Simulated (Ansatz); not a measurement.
# YC3 (built on the sites of a database entry of InC3): a soft mode frozen in, part 2 of 2

Wanted: the energy along a soft mode of YC3 (built on the sites of a database entry of InC3) and the structure at the end.

Ansatz 0.2.0; DFT PBEsol, scalar-relativistic, plane waves, PAW.

So far, highest frequency on the path or at a solved wavevector (cm⁻¹): step 2 (the dispersion) 479. Also lowest frequency on the path (cm⁻¹): step 2 -798.

The structure was built from a prototype and need not be the compound's stable phase.

## (6) Relaxing from the distorted cell

Starting from the lowest point found, all atoms and the cell are let go, so that strain and other modes of the same symmetry can join in.

Input file input.yaml:

```yaml
crystal:
  lattice:
    - [3.4934150787, 3.4934150787, 0.0]
    - [3.4934150787, 0.0, 3.4934150787]
    - [3.4934150787, 0.0, -3.4934150787]
  atoms:
    - { symbol: "Y", position: [0.0, 0.5, 0.5] }
    - { symbol: "Y", position: [0.0, 0.0, 0.0] }
    - { symbol: C, position: [0.5, -0.0858758531, 0.4141241469] }
    - { symbol: C, position: [0.5, 0.5858758531, 0.0858758531] }
    - { symbol: C, position: [0.1717517061, -0.0858758531, 0.4141241469] }
    - { symbol: C, position: [-0.1717517061, 0.5858758531, 0.0858758531] }
    - { symbol: C, position: [0.5, -0.0858758531, 1.0858758531] }
    - { symbol: C, position: [0.5, 0.5858758531, 0.4141241469] }
kpoints:
  mp_grid: { grid: [8, 8, 8] }
hamiltonian:
  xc: pbesol
scf:
  occupations: { method: methfessel_paxton, width: 0.15 }
output:
  forces: true
  stress: true
  eigenvalues: true
relax:
  adjacent_minimum: "off"
  f_tol: 0.002
  max_steps: 120
  cell: { stress_tol: 0.03 }
```

Started as:

```bash
ansatz run input.yaml --threads 8 --pin off --max-ram 14336MiB --backend cpu --events-out ev --progress --plain --runs-dir out
```

Numbers of over 12 decimals in the logs are rounded to 6 here.

The program printed:

```text
[...]
Crystal: 8 atoms, lattice volume = 85.267 Å³
Basis set: ecut = 420 eV, 1687 PW (Γ), exchange–correlation on 72×72×72 points (8 copies of the dense FFT grid, shifted against one another)
Bands: 31, of which v1, the nominal top of the filled ones, is band 23 counted from 1 (22 counted from 0)
Symmetry: 48 space group operations
[...]
k-points: 29 of 512
[...]
SCF iter   1: F=—  HF=-9062.617336 eV  |F-HF|=—  |Δ(HF+E_count)|=         —  Δρ=1.16e-2  dr2=1.37e-1  ethr=1.77e-3  ⟨swp⟩=6.9  Hψ=4083  notcnv=0
[...]
SCF iter   6: F=-9062.620521 eV  HF=-9062.620521 eV  |F-HF|=4.33e-9  |Δ(HF+E_count)|=   1.03e-7  S|Δr|=    0.00e0  Δρ=4.98e-6  dr2=1.46e-8  ethr=2.17e-10  ⟨swp⟩=11.3  Hψ=4491  notcnv=0
SCF 1 converged in 6 iterations: F = -9062.620521 eV  dr2 = 1.46e-8
[...]
relax step   1: F+E_penalty+E_count = -9062.62052068 eV  Δ(F+E_penalty+E_count) = +0.000e0 eV  max|allowed force component| = 1.847e0 eV/Å  Δτ_max = 0.0000 Å  P = +8.508 GPa  Ω = 85.267 Å³  (6 SCF iters, dr2 threshold 1.00e-7 eV, accepted)
Crystal: 8 atoms, lattice volume = 86.149 Å³
[...]
iter 1 solved again at ethr=3.73e-5 eV; its pass at ethr=3.10e-3 eV (dr2=1.71e-2 eV) is discarded
[...]
SCF iter   5: F=-9062.747421 eV  HF=-9062.747421 eV  |F-HF|=1.16e-9  |Δ(HF+E_count)|=   6.51e-8  S|Δr|=    0.00e0  Δρ=6.90e-6  dr2=2.09e-8  ethr=1.74e-9  ⟨swp⟩=7.6  Hψ=4239  notcnv=0
SCF 2 converged in 5 iterations: F = -9062.747421 eV  dr2 = 2.09e-8
relax step   2: F+E_penalty+E_count = -9062.74742110 eV  Δ(F+E_penalty+E_count) = -1.269e-1 eV  max|allowed force component| = 1.202e0 eV/Å  Δτ_max = 0.0102 Å  P = +4.749 GPa  Ω = 86.149 Å³  energy of the carried Pulay correction = -2.141e-3 eV  (5 SCF iters, dr2 threshold 8.00e-7 eV, accepted)
Crystal: 8 atoms, lattice volume = 85.708 Å³
[...]
SCF iter   6: F=-9062.846347 eV  HF=-9062.846347 eV  |F-HF|=7.34e-8  |Δ(HF+E_count)|=   1.82e-7  S|Δr|=    0.00e0  Δρ=8.38e-6  dr2=9.49e-8  ethr=1.74e-9  ⟨swp⟩=4.3  Hψ=2662  notcnv=0
the search or the solves at the SCF's close seem to have found levels that the self-consistency loop had missed (the run counts 1). By its estimate they hold under 1e-12 electrons; where the run keeps them, the occupations were computed again with them
SCF 3 converged in 6 iterations: F = -9062.846347 eV  dr2 = 9.49e-8
relax step   3: F+E_penalty+E_count = -9062.84634699 eV  Δ(F+E_penalty+E_count) = -9.893e-2 eV  max|allowed force component| = 7.486e-2 eV/Å  Δτ_max = 0.0286 Å  P = +1.816 GPa  Ω = 85.708 Å³  energy of the carried Pulay correction = -1.073e-3 eV  (6 SCF iters, dr2 threshold 8.00e-7 eV, accepted)
[...]
relax step   4: F+E_penalty+E_count = -9062.84879476 eV  Δ(F+E_penalty+E_count) = -2.448e-3 eV  max|allowed force component| = 1.609e-3 eV/Å  Δτ_max = 0.0011 Å  P = -0.113 GPa  Ω = 86.656 Å³  energy of the carried Pulay correction = -3.361e-3 eV  (4 SCF iters, dr2 threshold 8.00e-7 eV, accepted)
[...]
relax step   5: F+E_penalty+E_count = -9062.84896252 eV  Δ(F+E_penalty+E_count) = -1.678e-4 eV  max|allowed force component| = 1.185e-4 eV/Å  Δτ_max = 0.0002 Å  P = -0.002 GPa  Ω = 86.595 Å³  energy of the carried Pulay correction = -3.215e-3 eV  (3 SCF iters, dr2 threshold 3.18e-8 eV, accepted)
[...]
relax step   6: F+E_penalty+E_count = -9062.85275453 eV  Δ(F+E_penalty+E_count) = -3.792e-3 eV  max|allowed force component| = 3.582e-4 eV/Å  Δτ_max = 0.0000 Å  P = +0.083 GPa  Ω = 86.595 Å³  stress off target by 8.30e-2 GPa  SCF on the basis re-selected at this cell (its energy is not comparable with the rows above)  (6 SCF iters)
[...]
relax step   7: F+E_penalty+E_count = -9062.85264660 eV  Δ(F+E_penalty+E_count) = +1.079e-4 eV  max|allowed force component| = 2.326e-4 eV/Å  Δτ_max = 0.0001 Å  P = +0.001 GPa  Ω = 86.642 Å³  energy of the carried Pulay correction = -1.203e-4 eV  (4 SCF iters, dr2 threshold 1.72e-8 eV, accepted)
[...]
SCF iter   5: F=-9062.852647 eV  HF=-9062.852647 eV  |F-HF|=0.00e0  |Δ(HF+E_count)|=  2.36e-11  S|Δr|=    0.00e0  Δρ=4.59e-8  dr2=8.00e-13  ethr=1.00e-12  ⟨swp⟩=7.0  Hψ=4884  notcnv=0
SCF 8 converged in 5 iterations: F = -9062.852647 eV  dr2 = 8.00e-13
relax step   8: F+E_penalty+E_count = -9062.85264661 eV  Δ(F+E_penalty+E_count) = -9.113e-10 eV  max|allowed force component| = 2.098e-4 eV/Å  Δτ_max = 0.0000 Å  P = +0.002 GPa  Ω = 86.642 Å³  stress off target by 1.64e-3 GPa  SCF on the basis re-selected at this cell (its energy is not comparable with the rows above)  (5 SCF iters)
[...]
SCF converged after 5 iterations
[...]
Free energy (F): -9062.852647 eV
[...]
Internal energy: -9062.850903 eV  (E = F + TS)
E sigma→0 (E₀):  -9062.852211 eV
Entropy (-TS):   -0.001744 eV (-0.218 meV/atom)
Fermi energy:    12.431650 eV
[...]
--- Forces (eV/Å), atoms counted from 1 ---
  atom   1  Y     -0.00000000     0.00000000     0.00000000
  atom   2  Y      0.00000000    -0.00000000     0.00000000
  atom   3  C     -0.00020979    -0.00000000    -0.00000000
  atom   4  C      0.00020979     0.00000000    -0.00000000
  atom   5  C      0.00000000     0.00020979     0.00000000
  atom   6  C     -0.00000000    -0.00020979     0.00000000
  atom   7  C      0.00000000    -0.00000000    -0.00020979
  atom   8  C      0.00000000     0.00000000     0.00020979
  max |Σ_I F_I| component: 6.48e-17 eV/Å
--- Stress (GPa, compression-positive) ---
        0.001644      -0.000000       0.000000
        0.000000       0.001644       0.000000
       -0.000000      -0.000000       0.001644
  P = ⅓ Tr σ = 0.0016 GPa (0.016 kbar)
--- Band table (eV; the first three rows and the last of 29) ---
  k-point 0: bands = [... 19 lower, 8.8640, 8.8640, 13.4525, 13.4525, 13.4525, 15.9511, 15.9511, 16.6316, ... 4 higher]
  k-point 1: bands = [... 19 lower, 9.0212, 9.0212, 12.8883, 12.8883, 13.4862, 16.1939, 16.1939, 16.3171, ... 4 higher]
  k-point 2: bands = [... 19 lower, 9.4285, 9.4285, 11.9664, 11.9664, 13.5713, 15.6084, 16.2440, 16.2440, ... 4 higher]
  k-point 28: bands = [... 19 lower, 9.4122, 9.9134, 10.7993, 10.7993, 12.1724, 14.4641, 14.7876, 14.7876, ... 4 higher]
--- Relaxed structure (6 steps of the walk, 6 accepted, 2 SCFs on fresh bases) ---
  F+E_penalty+E_count = -9062.85264661 eV   max|allowed force component| = 2.098e-4 eV/Å   (the final SCF, on the basis selected at the relaxed cell)
  cell:  # Å, volume = 86.6421 Å³
    - [3.512095, 3.512095, 0]
    - [3.512095, 0, 3.512095]
    - [3.512095, 0, -3.512095]
  atoms:
    - { symbol: Y, position: [-1.112432125714901e-18, 0.500000, 0.500000] }
    - { symbol: Y, position: [-1.1124321257149012e-18, 3.0890116132536737e-19, 3.079312989664181e-19] }
    - { symbol: C, position: [0.500000, -0.080492, 0.419508] }
    - { symbol: C, position: [0.500000, 0.580492, 0.080492] }
    - { symbol: C, position: [0.160983, -0.080492, 0.419508] }
    - { symbol: C, position: [-0.160983, 0.580492, 0.080492] }
    - { symbol: C, position: [0.500000, -0.080492, 1.080492] }
    - { symbol: C, position: [0.500000, 0.580492, 0.419508] }
```

Elapsed: 3.5 s, on 8 threads of Intel Xeon 6975P-C (Granite Rapids), shared host; peak memory 0.58 GiB; 22 s of CPU time.

Relaxation path:

| step | energy less that of the first step (eV) | largest force component (eV/Å) | pressure (GPa) | volume (Å³) |
| --- | --- | --- | --- | --- |
| 1 | 0.0000 | 1.8472 | 8.51 | 85.27 |
| 2 | -0.1269 | 1.2023 | 4.75 | 86.15 |
| 3 | -0.2258 | 0.0749 | 1.82 | 85.71 |
| 4 | -0.2283 | 0.0016 | -0.11 | 86.66 |
| 5 | -0.2284 | 0.0001 | 0.00 | 86.59 |
| 6* | -0.2322 | 0.0004 | 0.08 | 86.59 |
| 7 | -0.2321 | 0.0002 | 0.00 | 86.64 |
| 8* | -0.2321 | 0.0002 | 0.00 | 86.64 |

Relaxation steps marked * repeat the geometry before them on a plane-wave basis chosen anew for their cell, so energy and pressure can jump there.

Forces are held to the 48 operations that the run works with; a distortion that breaks them can't arise in this run.

| conventional cell, symmetrised | before | after | change |
| --- | --- | --- | --- |
| a (Å) | 6.987 | 7.024 | +0.5 % |
| b (Å) | 6.987 | 7.024 | +0.5 % |
| c (Å) | 6.987 | 7.024 | +0.5 % |
| volume (Å³/atom) | 10.66 | 10.83 | +1.6 % |

The atoms that moved most (Å, as changes of fractional coordinates times the final cell):

| atom | dx | dy | dz | length |
| --- | --- | --- | --- | --- |
| C7 | 0.000 | 0.000 | 0.038 | 0.038 |
| C4 | -0.038 | 0.000 | 0.000 | 0.038 |
| C5 | 0.000 | -0.038 | 0.000 | 0.038 |
| C6 | 0.000 | 0.038 | 0.000 | 0.038 |
| C8 | 0.000 | 0.000 | -0.038 | 0.038 |
| C3 | 0.038 | 0.000 | 0.000 | 0.038 |

The relaxed structure:

```
Y C
1.0
     3.51210    3.51210    0.00000
     3.51210    0.00000    3.51210
     3.51210    0.00000   -3.51210
Y C
2 6
Direct
  0.00000 0.50000 0.50000
  0.00000 0.00000 0.00000
  0.50000 0.91951 0.41951
  0.50000 0.58049 0.08049
  0.16098 0.91951 0.41951
  0.83902 0.58049 0.08049
  0.50000 0.91951 0.08049
  0.50000 0.58049 0.41951
```

Numbers from this step:

```
pressure        : 0.001644 GPa
volume per atom : 10.83 Å³
```

The distorted start has space group Fm-3m; the relaxation ends in Fm-3m.

## (7) The new phase in its own primitive cell

The relaxed structure is symmetrised, reduced to its primitive cell and relaxed tightly, as its phonons need.

Input file input.yaml:

```yaml
crystal:
  lattice:
    - [0.0, 3.5120954514, 3.5120954514]
    - [3.5120954514, 0.0, 3.5120954514]
    - [3.5120954514, 3.5120954514, 0.0]
  atoms:
    - { symbol: "Y", position: [0.25, 0.25, 0.25] }
    - { symbol: "Y", position: [0.75, 0.75, 0.75] }
    - { symbol: C, position: [0.3304915355, 0.6695084645, 0.6695084645] }
    - { symbol: C, position: [0.6695084645, 0.3304915355, 0.3304915355] }
    - { symbol: C, position: [0.3304915355, 0.6695084645, 0.3304915355] }
    - { symbol: C, position: [0.6695084645, 0.3304915355, 0.6695084645] }
    - { symbol: C, position: [0.6695084645, 0.6695084645, 0.3304915355] }
    - { symbol: C, position: [0.3304915355, 0.3304915355, 0.6695084645] }
kpoints:
  mp_grid: { grid: [8, 8, 8] }
hamiltonian:
  xc: pbesol
scf:
  occupations: { method: methfessel_paxton, width: 0.15 }
output:
  forces: true
  stress: true
  eigenvalues: true
relax:
  adjacent_minimum: "off"
  f_tol: 0.001
  max_steps: 60
  cell: { stress_tol: 0.01 }
```

The program printed:

```text
[...]
Crystal: 8 atoms, lattice volume = 86.642 Å³
Basis set: ecut = 420 eV, 1687 PW (Γ), exchange–correlation on 72×72×72 points (8 copies of the dense FFT grid, shifted against one another)
Bands: 31, of which v1, the nominal top of the filled ones, is band 23 counted from 1 (22 counted from 0)
Symmetry: 48 space group operations
[...]
k-points: 29 of 512
[...]
- { symbol: Y, position: [0.75, 0.75, 0.75] }
    - { symbol: C, position: [0.3304915355, 0.6695084645, 0.6695084645] }
    - { symbol: C, position: [0.6695084645, 0.330492, 0.3304915355] }
    - { symbol: C, position: [0.330492, 0.6695084645, 0.3304915355] }
    - { symbol: C, position: [0.6695084645, 0.3304915355, 0.6695084645] }
    - { symbol: C, position: [0.6695084645, 0.6695084645, 0.3304915355] }
    - { symbol: C, position: [0.330492, 0.330492, 0.6695084645] }
[key lines of the parts left out:]
SCF converged after 6 iterations
Free energy (F): -9062.852647 eV
Fermi energy:    12.431650 eV
P = ⅓ Tr σ = 0.0016 GPa (0.016 kbar)
```

It took 0.99 s on 8 threads; peak memory 0.58 GiB.

Little changed from the start: no atom moved by 0.005 Å and no cell edge by 0.1 %.

Numbers from this step:

```yaml
pressure: 0.001643 GPa
```

The largest force component left is 0.21 meV/Å and the pressure is 0.002 GPa, within the tolerances set. The cell now holds 10.83 Å³/atom.

## (8) Modes of the new phase, k-mesh 8×8×8

A relaxed structure may still be a saddle point, so its zone-centre modes are computed. No field response is asked, since the mesh shows no gap.

input.yaml, as its differences from that of step 7:

```diff
@@ -21,9 +21,4 @@
 output:
-  forces: true
-  stress: true
   eigenvalues: true
-relax:
-  adjacent_minimum: "off"
-  f_tol: 0.001
-  max_steps: 60
-  cell: { stress_tol: 0.01 }
+phonons:
+  method: dfpt
```

The program printed:

```text
zone centre: on kpoints.mp_grid the ground state, and the responses unless they are solved on pairs of k-points, stand on 150 of the mesh's 512 k-points, reduced under 2 symmetry operations, with k and −k counted as one. Each operation leaves every solved displacement unchanged or reverses it
[...]
Crystal: 8 atoms, lattice volume = 86.642 Å³
Basis set: ecut = 420 eV, 1687 PW (Γ), exchange–correlation on 72×72×72 points (8 copies of the dense FFT grid, shifted against one another)
Bands: 31, of which v1, the nominal top of the filled ones, is band 23 counted from 1 (22 counted from 0)
Symmetry: 48 space group operations
k-points: 150 of 512 (irreducible under 2 space group operations, time reversal used)
[...]
SCF iter   1: F=—  HF=-9062.854309 eV  |F-HF|=—  |Δ(HF+E_count)|=         —  Δρ=1.13e-2  dr2=1.28e-1  ethr=1.77e-3  ⟨swp⟩=6.0  Hψ=20443  notcnv=0
[...]
SCF iter   8: F=-9062.852647 eV  HF=-9062.852647 eV  |F-HF|=5.46e-12  |Δ(HF+E_count)|=  2.18e-11  S|Δr|=    0.00e0  Δρ=1.02e-7  dr2=7.71e-12  ethr=1.00e-12  ⟨swp⟩=11.1  Hψ=28675  notcnv=0
SCF 1 converged in 8 iterations: F = -9062.852647 eV  dr2 = 7.71e-12
[...]
DFPT response loops at Γ: preconditioner auto → Kerker (q_TF=auto, 2.455 Å⁻¹) (partly filled bands, converged f_vac=0.010); β = 1.00, the filter's whole step (`scf.mixing.beta` (0.50) is not read by the response loops under this deck's `scf.mixing.preconditioner`; to damp them name `kerker` or `kerker_dos`, under which they read `scf.mixing.beta`, and type it under 1.00, their step now; both keys bind the ground state too); Broyden in place of MSR1
SCF converged after 8 iterations
[...]
Free energy (F): -9062.852647 eV
[...]
Internal energy: -9062.850903 eV  (E = F + TS)
E sigma→0 (E₀):  -9062.852211 eV
Entropy (-TS):   -0.001744 eV (-0.218 meV/atom)
Fermi energy:    12.431651 eV
[...]
--- Band table (eV; the first three rows and the last of 150) ---
  k-point 0: bands = [... 19 lower, 8.8640, 8.8640, 13.4525, 13.4525, 13.4525, 15.9511, 15.9511, 16.6316, ... 4 higher]
  k-point 1: bands = [... 19 lower, 9.0212, 9.0212, 12.8883, 12.8883, 13.4862, 16.1939, 16.1939, 16.3171, ... 4 higher]
  k-point 2: bands = [... 19 lower, 9.4285, 9.4285, 11.9664, 11.9664, 13.5713, 15.6084, 16.2440, 16.2440, ... 4 higher]
  k-point 149: bands = [... 19 lower, 9.3028, 9.3028, 9.6327, 12.5662, 12.5662, 15.3460, 15.3460, 15.6666, ... 4 higher]
--- Phonons (Γ-DFPT): 3 representative perturbations + reference, on 150 of 512 k-points (Σ response iterations 10) ---
  k mesh reduced under 2 symmetry operations, with k and −k counted as one. Each operation leaves every solved displacement unchanged or reverses it
  ASR residual: 4.532e-5 → 0.000e0 eV/Å²; symmetrization residual: 1.443e-6 eV/Å²
  ASR residual per site (eV/Å²): 4.53e-5 4.53e-5 1.23e-5 1.23e-5 1.23e-5 1.23e-5 1.23e-5 1.23e-5
  Γ frequencies (cm⁻¹): -474.49 -474.49 -474.49 0.00 0.00 0.00 184.05 184.05 184.05 282.87 282.87 282.87 336.23 336.23 336.41 336.41 336.41 424.75 424.75 424.75 616.66 616.66 616.66 910.47
  non-analytic LO–TO correction: not included (Born effective charges unavailable; polar crystals: no LO–TO splitting at Γ)
```

Elapsed: 12 s, on 8 threads; peak memory 1.7 GiB; 84 s of CPU time.

This step gave:

- sum-rule residual before enforcement: 4.53e-5 eV/Å²
- highest optical mode at the zone centre (no LO-TO term): 910.5 cm⁻¹
- lowest optical zone-centre mode: -474.5 cm⁻¹

Patterns of degenerate modes are one choice out of their space. Modes at Γ, with each element's share of the kinetic energy (negative means imaginary):

| mode | frequency (cm⁻¹) | symmetry | Y % | C % |
| --- | --- | --- | --- | --- |
| 1 | -474.5 | T2g | 0 | 100 |
| 2 | -474.5 | T2g | 0 | 100 |
| 3 | -474.5 | T2g | 0 | 100 |
| 4 | 0.0 | acoustic | 71 | 29 |
| 5 | 0.0 | acoustic | 71 | 29 |
| 6 | 0.0 | acoustic | 71 | 29 |
| 7 | 184.1 | T2g | 100 | 0 |
| 8 | 184.1 | T2g | 100 | 0 |
| 9 | 184.1 | T2g | 100 | 0 |
| 10 | 282.9 | T1u | 28 | 72 |
| 11 | 282.9 | T1u | 28 | 72 |
| 12 | 282.9 | T1u | 28 | 72 |
| 13 | 336.2 | Eg | 0 | 100 |
| 14 | 336.2 | Eg | 0 | 100 |
| 15 | 336.4 | T1g | 0 | 100 |
| 16 | 336.4 | T1g | 0 | 100 |
| 17 | 336.4 | T1g | 0 | 100 |
| 18 | 424.8 | T2u | 0 | 100 |
| 19 | 424.8 | T2u | 0 | 100 |
| 20 | 424.8 | T2u | 0 | 100 |
| 21 | 616.7 | T1u | 1 | 99 |
| 22 | 616.7 | T1u | 1 | 99 |
| 23 | 616.7 | T1u | 1 | 99 |
| 24 | 910.5 | A1g | 0 | 100 |

Displacements in mode 2 (-474.5 cm⁻¹), the largest set to 1:
```
Y1  -0.01  0.00  0.00
Y2   0.01  0.00  0.00
C3   0.00  0.01  0.00
C4   0.00 -0.01  0.00
C5  -0.01  0.00  1.00
C6   0.01  0.00 -1.00
C7   0.00 -1.00  0.00
C8   0.00  1.00  0.00
```

Displacements in mode 16 (336.4 cm⁻¹), the largest set to 1:
```
Y1   0.00  0.00  0.00
Y2   0.00  0.00  0.00
C3   0.00 -0.04  0.03
C4   0.00  0.04 -0.03
C5  -0.04  0.00 -1.00
C6   0.04  0.00  1.00
C7  -0.03 -1.00  0.00
C8   0.03  1.00  0.00
```

Before it was imposed, the acoustic sum rule was missed by 4.5e-5 eV/Å². Small misses are needed for a sound result but don't prove that mesh and cutoff are converged. The lowest optical mode is imaginary, 474.5i cm⁻¹, so the energy falls along it.

## (9) Results

* unstable mode of the parent: q = (-0.5, -0.5, -0.5), 798i cm⁻¹
* depth at the lowest point sampled: 1073 meV/atom
* largest atomic shift at that point: 0.6 Å
* space group reached (within 0.01 Å): Fm-3m
* energy gained over the parent (first relaxation, on the mesh of the frozen mode): 1102 meV/atom
* volume per atom, phase reached: 10.8 Å³
* lowest optical zone-centre mode, phase reached: -474 cm⁻¹
* highest optical mode at the zone centre (no LO-TO term), phase reached: 910 cm⁻¹

**Reading.** Along this mode the structure falls into Fm-3m, 1102 meV/atom below the parent. At the parent's cell the well is 1073 meV/atom deep on the steps tried, with its lowest point at a shift of 0.6 Å. That is the last step tried, so the steps alone don't bracket the bottom of the well. Relaxing atoms and cell changes the gain by +29.08 meV/atom against the lowest step (energies at zero smearing). The new phase still has an imaginary mode at the zone centre of its cell, so it is a saddle point on the way to a lower structure. Of the 4 patterns followed to their end from this parent, this one reaches the lowest energy. Each path keeps the symmetry of its pattern, so a lower phase may lie along a pattern not tried. The q mesh stands for a supercell only 7.0 Å across, so branches between the solved wavevectors are rough. With no gap, or one that is small against the smearing, the frequencies hang on the k mesh and the smearing, most of all near Kohn anomalies. The phonon runs are without spin polarisation, although the cell has an odd electron count. The starting cell was built on a prototype and not taken from a measurement, so the phase need not exist.

[Logs are printed without paths, hosts, clocks, repeated set-up lines and the standing remarks that a program may print on its own settings, such as how far it seeks lower states.]

[Hosts, paths, dates, database ids (printed as entryN), source tags and the programs' standing remarks are cut or masked in the printed files.]
